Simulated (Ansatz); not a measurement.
# A hypothetical structure for TiClF

Starting from a made-up structure for TiClF, the aim is the relaxed cell, its shortest contacts and, where a second run follows, its electronic structure.

Method: DFT, PBEsol, plane-wave PAW, files of the set soft_1, scalar-relativistic, no spin, cell and ions relaxed at zero pressure; PAW set soft_1, in the first sound run; inputs show where later runs differ, in Ansatz 0.2.0.

## (1) The structure

Symmetry: P4/nmm, No. 129, tetragonal system. Conventional cell: a = 3.675 Å, b = 3.675 Å, c = 6.573 Å, α = 90.00°, β = 90.00°, γ = 90.00°. Ti has 4 F at 2.28 Å and 5 Cl at 2.78 to 2.88 Å nearest. Nearest to Cl lie 5 Ti at 2.78 to 2.88 Å. Nearest to F lie 4 Ti at 2.28 Å. Farther neighbours and most contacts between anions are not listed.

## (2) Relaxation of the guess

The guess takes its coordinates from another compound and its volume from a rule, so the cell and any free coordinates are relaxed together.

File input.yaml:

```yaml
crystal:
  lattice:
    - [3.675, 0.0, 0.0]
    - [0.0, 3.675, 0.0]
    - [0.0, 0.0, 6.573]
  atoms:
    - { symbol: Ti, position: [0.5, 0.0, 0.7946] }
    - { symbol: Ti, position: [0.0, 0.5, 0.2054] }
    - { symbol: Cl, position: [0.5, 0.0, 0.356] }
    - { symbol: Cl, position: [0.0, 0.5, 0.644] }
    - { symbol: F, position: [0.5, 0.5, 0.0] }
    - { symbol: F, position: [0.0, 0.0, 0.0] }
kpoints:
  mp_grid: { grid: [7, 7, 4] }
scf:
  occupations: { method: fermi_dirac, width: 0.05 }
hamiltonian:
  xc: pbesol
  pseudopotentials: { kind: paw, azcp: { folder: soft_1 }, xc_functional: pbe }
relax:
  f_tol: 0.015
  max_steps: 70
  cell: {}
output:
  forces: true
  stress: true
```

On the command line:

```console
ansatz run input.yaml --threads 4 --pin off --max-ram 10240MiB --backend cpu --events-out ev --progress --plain --runs-dir out
```

Numbers of over 12 decimals in the logs are rounded to 6 here.

Output:

```text
Engine: ansatz 0.2.0, aarch64-unknown-linux-gnu
Pseudopotentials: kind: paw
Pseudopotential: Ti, paw, valence charge 12, recommended cutoff 420 eV (normal), soft_1/Ti.paw.azcp
Pseudopotential: Cl, paw, valence charge 7, recommended cutoff 420 eV (normal), soft_1/Cl.paw.azcp
Pseudopotential: F, paw, valence charge 7, recommended cutoff 420 eV (normal), soft_1/F.paw.azcp
Functional definition: PBEsol
  exchange = pbesol_x
  correlation = pbesol_c
Crystal: 6 atoms, lattice volume = 88.772 Å³
Basis set: ecut = 420 eV, 1749 PW (Γ), exchange–correlation on 50×50×90 points (8 copies of the dense FFT grid, shifted against one another)
Bands: 32, of which v1, the nominal top of the filled ones, is band 26 counted from 1 (25 counted from 0)
Symmetry: 16 space group operations
Space group: P4/nmm (ITA 129), of the structure as read, at distance tolerance 4.5e-5 Å
k-points: 30 of 196
Non-local potential: Ti, projectors of the file, l = 0: 3, l = 1: 2, l = 2: 3, l = 3: 1
Non-local potential: Cl, projectors of the file, l = 0: 2, l = 1: 2, l = 2: 1
Non-local potential: F, projectors of the file, l = 0: 2, l = 1: 2, l = 2: 1
PAW form: soft (Blöchl's): semilocal exchange-correlation on the pseudo side does not see the compensation charge
PAW frozen core: Ti, regenerated for the run's functional, and the local potential with it (the file was generated under x = pbe(κ = 0.804, μ = 0.219515), c = pbe(β = 0.066725))
PAW frozen core: Cl, regenerated for the run's functional, and the local potential with it (the file was generated under x = pbe(κ = 0.804, μ = 0.219515), c = pbe(β = 0.066725))
PAW frozen core: F, regenerated for the run's functional, and the local potential with it (the file was generated under x = pbe(κ = 0.804, μ = 0.219515), c = pbe(β = 0.066725))
PAW one-centre angular grid: Ti, 590 points (default); XC on 64 Gauss nodes
PAW one-centre angular grid: Cl, 110 points (default); XC on 64 Gauss nodes
PAW one-centre angular grid: F, 110 points (default); XC on 64 Gauss nodes
Initial density: superposition of atomic densities (chi_scale 0.1, normalization cell, long waves kept (reshape's long-wave potential 0.32 eV rms))
Initial wavefunctions: pseudopotential atomic-orbital guess
Functional: x = pbesol(κ = 0.804, μ = 0.123457), c = pbesol(β = 0.046)
SCF iter   1: F=—  HF=-8692.098883 eV  |F-HF|=—  |Δ(HF+E_count)|=         —  Δρ=4.60e-1  dr2=2.38e2  ethr=3.10e-3  ⟨swp⟩=5.9  Hψ=3698  notcnv=0
preconditioner: auto → Kerker (q_TF=auto, 2.496 Å⁻¹)  [metal: Δε(μ)=0.008 eV  Ē_g=6.503 eV  σ=0.050 eV  W_gap=0.04  n_scr=20 (ndim 8)  ℏωp=23.6 eV  f_vac=0.000  D(μ)=14.20/eV (n_scr^D=222)]
SCF iter   2: F=—  HF=-8680.123010 eV  |F-HF|=—  |Δ(HF+E_count)|=    1.20e1  Δρ=1.78e-1  dr2=3.90e1  ethr=3.10e-3  ⟨swp⟩=3.4  Hψ=2390  notcnv=0
SCF iter   3: F=—  HF=-8676.639476 eV  |F-HF|=—  |Δ(HF+E_count)|=    3.48e0  Δρ=8.19e-2  dr2=1.00e1  ethr=3.10e-3  ⟨swp⟩=2.9  Hψ=1792  notcnv=0
SCF iter   4: F=—  HF=-8675.041285 eV  |F-HF|=—  |Δ(HF+E_count)|=    1.60e0  Δρ=4.27e-2  dr2=2.70e0  ethr=3.10e-3  ⟨swp⟩=3.4  Hψ=1920  notcnv=0
SCF iter   5: F=—  HF=-8674.707996 eV  |F-HF|=—  |Δ(HF+E_count)|=   3.33e-1  Δρ=2.91e-2  dr2=1.33e0  ethr=3.10e-3  ⟨swp⟩=2.0  Hψ=1267  notcnv=0
SCF iter   6: F=—  HF=-8674.482692 eV  |F-HF|=—  |Δ(HF+E_count)|=   2.25e-1  Δρ=1.71e-2  dr2=4.79e-1  ethr=2.57e-3  ⟨swp⟩=2.2  Hψ=1074  notcnv=0
SCF iter   7: F=—  HF=-8674.361859 eV  |F-HF|=—  |Δ(HF+E_count)|=   1.21e-1  Δρ=6.81e-3  dr2=7.63e-2  ethr=9.21e-4  ⟨swp⟩=2.1  Hψ=1440  notcnv=0
SCF iter   8: F=—  HF=-8674.341414 eV  |F-HF|=—  |Δ(HF+E_count)|=   2.04e-2  Δρ=1.19e-3  dr2=1.23e-3  ethr=1.47e-4  ⟨swp⟩=2.6  Hψ=1584  notcnv=0
SCF iter   9: F=—  HF=-8674.341384 eV  |F-HF|=—  |Δ(HF+E_count)|=   2.93e-5  Δρ=5.43e-4  dr2=4.24e-4  ethr=2.36e-6  ⟨swp⟩=2.2  Hψ=1951  notcnv=0
SCF iter  10: F=—  HF=-8674.341300 eV  |F-HF|=—  |Δ(HF+E_count)|=   8.47e-5  Δρ=1.65e-4  dr2=3.26e-5  ethr=8.16e-7  ⟨swp⟩=2.2  Hψ=1446  notcnv=0
SCF iter  11: F=—  HF=-8674.341309 eV  |F-HF|=—  |Δ(HF+E_count)|=   8.92e-6  Δρ=2.11e-5  dr2=4.43e-7  ethr=6.28e-8  ⟨swp⟩=2.0  Hψ=1437  notcnv=0
SCF iter  12: F=-8674.341309 eV  HF=-8674.341309 eV  |F-HF|=1.45e-8  |Δ(HF+E_count)|=   4.17e-8  Δρ=5.94e-6  dr2=3.45e-8  ethr=1.92e-10  ⟨swp⟩=5.1  Hψ=3733  notcnv=0
SCF 1 converged in 12 iterations: F = -8674.341309 eV  dr2 = 3.45e-8
  greatest PAW one-centre occupation: 0.998 electrons in one spin orbital (limit 2), on the Ti atom at site 1 (counted from 0), in its partial waves of l = 0
relax step   1: F+E_penalty+E_count = -8674.34130860 eV  Δ(F+E_penalty+E_count) = +0.000e0 eV  max|allowed force component| = 1.021e-1 eV/Å  Δτ_max = 0.0000 Å  P = -7.854 GPa  Ω = 88.772 Å³  (12 SCF iters, dr2 threshold 1.00e-7 eV, accepted)
Crystal: 6 atoms, lattice volume = 80.244 Å³
Basis set: ecut = 420 eV, 1561 PW (Γ), exchange–correlation on 50×50×90 points (8 copies of the dense FFT grid, shifted against one another)
Initial density: handed on by an earlier stage of this run
Initial wavefunctions: those handed on with the density
iter 1 solved again at ethr=7.40e-4 eV; its pass at ethr=3.10e-3 eV (dr2=3.85e-1 eV) is discarded
SCF iter   1: F=—  HF=-8674.842964 eV  |F-HF|=—  |Δ(HF+E_count)|=         —  Δρ=1.75e-2  dr2=3.90e-1  ethr=7.40e-4  ⟨swp⟩=1.0  Hψ=5512  notcnv=0
preconditioner: auto → Kerker (q_TF=auto, 2.538 Å⁻¹)  [metal: Δε(μ)=0.031 eV  Ē_g=8.205 eV  σ=0.050 eV  W_gap=0.15  n_scr=16 (ndim 8)  ℏωp=23.4 eV  f_vac=0.000  D(μ)=9.10/eV (n_scr^D=132)]
SCF iter   2: F=—  HF=-8674.778335 eV  |F-HF|=—  |Δ(HF+E_count)|=   6.46e-2  Δρ=8.91e-3  dr2=1.67e-1  ethr=7.40e-4  ⟨swp⟩=2.0  Hψ=1053  notcnv=0
SCF iter   3: F=—  HF=-8674.735578 eV  |F-HF|=—  |Δ(HF+E_count)|=   4.28e-2  Δρ=3.56e-3  dr2=4.56e-2  ethr=3.20e-4  ⟨swp⟩=2.0  Hψ=1289  notcnv=0
SCF iter   4: F=—  HF=-8674.723894 eV  |F-HF|=—  |Δ(HF+E_count)|=   1.17e-2  Δρ=1.76e-3  dr2=8.29e-3  ethr=8.77e-5  ⟨swp⟩=2.1  Hψ=1473  notcnv=0
SCF iter   5: F=—  HF=-8674.721836 eV  |F-HF|=—  |Δ(HF+E_count)|=   2.06e-3  Δρ=6.14e-4  dr2=8.65e-4  ethr=1.59e-5  ⟨swp⟩=2.2  Hψ=1374  notcnv=0
SCF iter   6: F=—  HF=-8674.721677 eV  |F-HF|=—  |Δ(HF+E_count)|=   1.59e-4  Δρ=2.94e-4  dr2=8.05e-5  ethr=1.66e-6  ⟨swp⟩=2.1  Hψ=1317  notcnv=0
SCF iter   7: F=—  HF=-8674.721665 eV  |F-HF|=—  |Δ(HF+E_count)|=   1.24e-5  Δρ=1.30e-4  dr2=8.07e-6  ethr=1.55e-7  ⟨swp⟩=2.1  Hψ=1437  notcnv=0
SCF iter   8: F=—  HF=-8674.721664 eV  |F-HF|=—  |Δ(HF+E_count)|=   4.96e-7  Δρ=4.38e-5  dr2=1.15e-6  ethr=1.55e-8  ⟨swp⟩=2.1  Hψ=1528  notcnv=0
[...]
relax step   6: F+E_penalty+E_count = -8675.43982636 eV  Δ(F+E_penalty+E_count) = -5.501e-2 eV  max|allowed force component| = 1.074e-1 eV/Å  Δτ_max = 0.0709 Å  P = -0.592 GPa  Ω = 81.960 Å³  energy of the carried Pulay correction = +8.459e-3 eV  (8 SCF iters, dr2 threshold 6.00e-7 eV, accepted)
relax step   7: F+E_penalty+E_count = -8675.44171496 eV  Δ(F+E_penalty+E_count) = -1.889e-3 eV  max|allowed force component| = 6.402e-3 eV/Å  Δτ_max = 0.0057 Å  P = -0.015 GPa  Ω = 81.523 Å³  energy of the carried Pulay correction = +9.025e-3 eV  (6 SCF iters, dr2 threshold 6.00e-7 eV, accepted)
relax step   8: F+E_penalty+E_count = -8675.52487130 eV  Δ(F+E_penalty+E_count) = -8.316e-2 eV  max|allowed force component| = 4.078e-3 eV/Å  Δτ_max = 0.0000 Å  P = +1.254 GPa  Ω = 81.523 Å³  stress off target by 3.53e0 GPa  SCF on the basis re-selected at this cell (its energy is not comparable with the rows above)  (9 SCF iters)
relax step   9: F+E_penalty+E_count = -8675.55860348 eV  Δ(F+E_penalty+E_count) = -3.373e-2 eV  max|allowed force component| = 1.783e-2 eV/Å  Δτ_max = 0.0365 Å  P = +0.343 GPa  Ω = 83.456 Å³  energy of the carried Pulay correction = -2.249e-3 eV  (8 SCF iters, dr2 threshold 6.00e-7 eV, accepted)
relax step  10: F+E_penalty+E_count = -8675.56695718 eV  Δ(F+E_penalty+E_count) = -8.354e-3 eV  max|allowed force component| = 3.880e-2 eV/Å  Δτ_max = 0.0545 Å  P = +0.002 GPa  Ω = 85.562 Å³  energy of the carried Pulay correction = -4.640e-3 eV  (8 SCF iters, dr2 threshold 6.00e-7 eV, accepted)
relax step  11: F+E_penalty+E_count = -8675.56754500 eV  Δ(F+E_penalty+E_count) = -5.878e-4 eV  max|allowed force component| = 1.095e-2 eV/Å  Δτ_max = 0.0050 Å  P = +0.003 GPa  Ω = 85.466 Å³  energy of the carried Pulay correction = -4.518e-3 eV  (6 SCF iters, dr2 threshold 1.56e-7 eV, accepted)
relax step  12: F+E_penalty+E_count = -8675.57724387 eV  Δ(F+E_penalty+E_count) = -9.699e-3 eV  max|allowed force component| = 1.106e-2 eV/Å  Δτ_max = 0.0000 Å  P = +0.206 GPa  Ω = 85.466 Å³  stress off target by 4.32e-1 GPa  SCF on the basis re-selected at this cell (its energy is not comparable with the rows above)  (9 SCF iters)
relax step  13: F+E_penalty+E_count = -8675.57681143 eV  Δ(F+E_penalty+E_count) = +4.324e-4 eV  max|allowed force component| = 2.483e-2 eV/Å  Δτ_max = 0.0225 Å  P = -0.278 GPa  Ω = 86.834 Å³  energy of the carried Pulay correction = -1.687e-3 eV  (8 SCF iters, dr2 threshold 4.67e-7 eV, accepted)
relax step  14: F+E_penalty+E_count = -8675.57747123 eV  Δ(F+E_penalty+E_count) = -6.598e-4 eV  max|allowed force component| = 2.866e-3 eV/Å  Δτ_max = 0.0032 Å  P = +0.027 GPa  Ω = 86.664 Å³  energy of the carried Pulay correction = -1.443e-3 eV  (6 SCF iters, dr2 threshold 3.87e-7 eV, accepted)
relax step  15: F+E_penalty+E_count = -8675.57908474 eV  Δ(F+E_penalty+E_count) = -1.614e-3 eV  max|allowed force component| = 2.853e-3 eV/Å  Δτ_max = 0.0000 Å  P = +0.035 GPa  Ω = 86.664 Å³  stress off target by 7.32e-2 GPa  SCF on the basis re-selected at this cell (its energy is not comparable with the rows above)  (8 SCF iters)
relax step  16: F+E_penalty+E_count = -8675.57895086 eV  Δ(F+E_penalty+E_count) = +1.339e-4 eV  max|allowed force component| = 1.035e-3 eV/Å  Δτ_max = 0.0028 Å  P = +0.001 GPa  Ω = 86.815 Å³  energy of the carried Pulay correction = -1.681e-4 eV  (7 SCF iters, dr2 threshold 1.34e-8 eV, accepted)
iter 1 solved again at ethr=5.86e-7 eV; its pass at ethr=3.10e-3 eV (dr2=3.05e-4 eV) is discarded
SCF iter   1: F=—  HF=-8675.579153 eV  |F-HF|=—  |Δ(HF+E_count)|=         —  Δρ=2.97e-5  dr2=4.25e-8  ethr=5.86e-7  ⟨swp⟩=3.7  Hψ=6510  notcnv=0
eigensolver tolerance schedule: the retry pair's looser diagonalisation over-reported the residual by 7163.06 of it (diagonalisation noise at an unbounded share of the residual, at the tolerance the schedule requests for it); recorded, not acted on — ethr = c·dr2/N_el stays at c = 1.0e-1
preconditioner: auto → LDOS  [metal: Δε(μ)=0.015 eV  Ē_g=8.541 eV  σ=0.050 eV  W_gap=0.08  n_scr=26 (ndim 8)  ℏωp=22.5 eV  f_vac=0.051  D(μ)=8.12/eV (n_scr^D=94)  β→1.0]
SCF iter   2: F=—  HF=-8675.579157 eV  |F-HF|=—  |Δ(HF+E_count)|=   4.19e-6  Δρ=4.54e-6  dr2=1.21e-8  ethr=8.18e-11  ⟨swp⟩=3.2  Hψ=2256  notcnv=0
SCF iter   3: F=—  HF=-8675.579157 eV  |F-HF|=—  |Δ(HF+E_count)|=   2.10e-9  Δρ=1.71e-6  dr2=2.41e-9  ethr=2.32e-11  ⟨swp⟩=2.0  Hψ=1468  notcnv=0
SCF iter   4: F=—  HF=-8675.579157 eV  |F-HF|=—  |Δ(HF+E_count)|=  1.33e-10  Δρ=8.86e-7  dr2=9.61e-10  ethr=4.64e-12  ⟨swp⟩=2.0  Hψ=1517  notcnv=0
SCF iter   5: F=—  HF=-8675.579157 eV  |F-HF|=—  |Δ(HF+E_count)|=  1.02e-10  Δρ=3.86e-7  dr2=1.32e-10  ethr=1.85e-12  ⟨swp⟩=2.0  Hψ=1364  notcnv=0
SCF iter   6: F=-8675.579157 eV  HF=-8675.579157 eV  |F-HF|=3.64e-11  |Δ(HF+E_count)|=  2.18e-11  Δρ=2.53e-7  dr2=4.52e-11  ethr=1.00e-12  ⟨swp⟩=4.6  Hψ=3195  notcnv=0
SCF 17 converged in 6 iterations: F = -8675.579157 eV  dr2 = 4.52e-11
relax step  17: F+E_penalty+E_count = -8675.57915743 eV  Δ(F+E_penalty+E_count) = -2.066e-4 eV  max|allowed force component| = 9.859e-4 eV/Å  Δτ_max = 0.0000 Å  P = +0.002 GPa  Ω = 86.815 Å³  stress off target by 1.18e-2 GPa  SCF on the basis re-selected at this cell (its energy is not comparable with the rows above)  (6 SCF iters)
basis re-selected at this cell: Δ(F+E_penalty+E_count) = -2.066e-4 eV, ΔP = +0.001 GPa vs the last step (what re-selecting the basis moved, of the pressure what is left beyond the Pulay correction that the steps carried, after the strain that the cell walked since its last selection, with what the two solves' SCF thresholds leave and, on support functions, any second-order correction that the steps lacked; it is no m [...]
SCF converged after 6 iterations
Free energy (F): -8675.579157 eV
Harris-Foulkes:  -8675.579157 eV  (|F-HF|=3.64e-11)
Internal energy: -8675.515101 eV  (E = F + TS)
E sigma→0 (E₀):  -8675.547129 eV
Entropy (-TS):   -0.064057 eV (-10.676 meV/atom)
Fermi energy:    11.025809 eV
--- Per-component energies (eV) ---
  E_band       = -424.829998
  E_kinetic    = 1264.561105
  E_local      = -5438.379832  (includes V_loc(G=0)·N_el)
  E_nonlocal   = 367.006713
  E_hartree    = 2298.673397
  E_xc         = -594.608032
  E_vxc        = -717.684633  (∫ρ·V_xc dr)
  E_paw        = -3714.434598  (= ΣΔE_a)
  E_vpaw       = -497.681199  (= ΣTr[D̂ρ^β])
  E_aug_tail   = 0.001465  (compensation charges beyond the density's cutoff)
  E_ewald      = -2858.855837
  E_core_change = 0.520519  (= ΣΔE_core)
  E_smearing   = -0.064057  (= −TS)
  E_closure    = 0.000000  (closes the sum)
  Σ components = -8675.579157   (vs F -8675.579157, Δ=0.00e0)
--- Forces (eV/Å), atoms counted from 1 ---
  atom   1  Ti     0.00000000     0.00000000     0.00098594
  atom   2  Ti     0.00000000     0.00000000    -0.00098594
  atom   3  Cl     0.00000000     0.00000000     0.00012693
  atom   4  Cl     0.00000000     0.00000000    -0.00012693
  atom   5  F      0.00000000     0.00000000     0.00000000
  atom   6  F      0.00000000     0.00000000    -0.00000000
  max |Σ_I F_I| component: 2.17e-19 eV/Å
--- Stress (GPa, compression-positive) ---
       -0.003189       0.000000       0.000000
        0.000000      -0.003189       0.000000
        0.000000       0.000000       0.011802
  P = ⅓ Tr σ = 0.0018 GPa (0.018 kbar)
--- Relaxed structure (13 steps of the walk, 13 accepted, 4 SCFs on fresh bases) ---
  F+E_penalty+E_count = -8675.57915743 eV   max|allowed force component| = 9.859e-4 eV/Å   (the final SCF, on the basis selected at the relaxed cell)
  cell:  # Å, volume = 86.8147 Å³
    - [3.206604, 0, 0.0]
    - [0, 3.206604, 0.0]
    - [0.0, 0.0, 8.443119]
  atoms:
    - { symbol: Ti, position: [0.5, 0, 0.823781] }
    - { symbol: Ti, position: [0, 0.5, 0.176219] }
    - { symbol: Cl, position: [0.5, 0, 0.320235] }
    - { symbol: Cl, position: [0, 0.5, 0.679765] }
    - { symbol: F, position: [0.5, 0.5, 0] }
    - { symbol: F, position: [0, 0, 0] }
```

Run time: 26 s. Hardware: 4 threads of Arm Neoverse V1, shared host; peak memory 0.44 GiB; 96 s of CPU time.

This run has no spin polarisation, although Ti can carry a moment.

Relaxation path:

| step | energy less that of the first step (eV) | largest force component (eV/Å) | pressure (GPa) | volume (Å³) |
| --- | --- | --- | --- | --- |
| 1 | 0.0000 | 0.1021 | -7.85 | 88.77 |
| 2 | -0.3804 | 0.2453 | -1.49 | 80.24 |
| 3 | -0.5903 | 0.9058 | 4.03 | 75.67 |
| 4 | -0.8427 | 0.7984 | 2.57 | 77.34 |
| 5 | -1.0435 | 0.2155 | 1.26 | 79.52 |
| 6 | -1.0985 | 0.1074 | -0.59 | 81.96 |
| 7 | -1.1004 | 0.0064 | -0.01 | 81.52 |
| 8* | -1.1836 | 0.0041 | 1.25 | 81.52 |
| 9 | -1.2173 | 0.0178 | 0.34 | 83.46 |
| 10 | -1.2256 | 0.0388 | 0.00 | 85.56 |
| 11 | -1.2262 | 0.0109 | 0.00 | 85.47 |
| 12* | -1.2359 | 0.0111 | 0.21 | 85.47 |
| 13 | -1.2355 | 0.0248 | -0.28 | 86.83 |
| 14 | -1.2362 | 0.0029 | 0.03 | 86.66 |
| 15* | -1.2378 | 0.0029 | 0.03 | 86.66 |
| 16 | -1.2376 | 0.0010 | 0.00 | 86.81 |
| 17* | -1.2378 | 0.0010 | 0.00 | 86.81 |

Relaxation steps marked * repeat the geometry before them on a plane-wave basis chosen anew for their cell, so energy and pressure can jump there.

The run keeps the 16 symmetry operations that it works with, so distortions that break them were not tested.

| cell as run | before | after | change |
| --- | --- | --- | --- |
| a (Å) | 3.675 | 3.207 | -12.7 % |
| b (Å) | 3.675 | 3.207 | -12.7 % |
| c (Å) | 6.573 | 8.443 | +28.5 % |
| volume (Å³/atom) | 14.80 | 14.47 | -2.2 % |

The atoms that moved most (Å, as changes of fractional coordinates times the final cell):

| atom | dx | dy | dz | length |
| --- | --- | --- | --- | --- |
| Cl4 | 0.000 | 0.000 | 0.302 | 0.302 |
| Cl3 | 0.000 | 0.000 | -0.302 | 0.302 |
| Ti2 | 0.000 | 0.000 | -0.246 | 0.246 |
| Ti1 | 0.000 | 0.000 | 0.246 | 0.246 |

Final coordinates:

```xyz
6
Lattice="3.2066 0.0000 0.0000 0.0000 3.2066 0.0000 0.0000 0.0000 8.4431" Properties=species:S:1:pos:R:3 pbc="T T T"
Ti    1.6033    0.0000    6.9553
Ti    0.0000    1.6033    1.4878
Cl    1.6033    0.0000    2.7038
Cl    0.0000    1.6033    5.7393
F     1.6033    1.6033    0.0000
F     0.0000    0.0000    0.0000
```

Numbers from this step:

| Property | Result |
| --- | --- |
| free energy | -8675.5792 eV |
| energy at zero smearing | -8675.5471 eV |
| smearing term TS | 0.06406 eV |
| Fermi energy | 11.03 eV |
| electrons | 52 |
| symmetry operations | 16 |
| pressure | 0.001808 GPa |

Shortest distances by pair of elements, guess and relaxed (not always the same contact):

| pair | guess (Å) | relaxed (Å) |
| --- | --- | --- |
| F–Ti | 2.280 | 2.187 |
| F–F | 2.599 | 2.267 |
| Cl–Ti | 2.781 | 2.573 |
| Cl–F | 2.975 | 3.143 |
| Ti–Ti | 3.675 | 3.207 |

The relaxation ends with a largest force component of 9.9e-4 eV/Å and a pressure of 0.00 GPa.

(Continued in part 2 of 2.)

[Logs are printed without paths, hosts, clocks, repeated set-up lines and the standing remarks that a program may print on its own settings, such as how far it seeks lower states.]

[Hosts, paths, dates, database ids (printed as entryN), source tags and the programs' standing remarks are cut or masked in the printed files.]
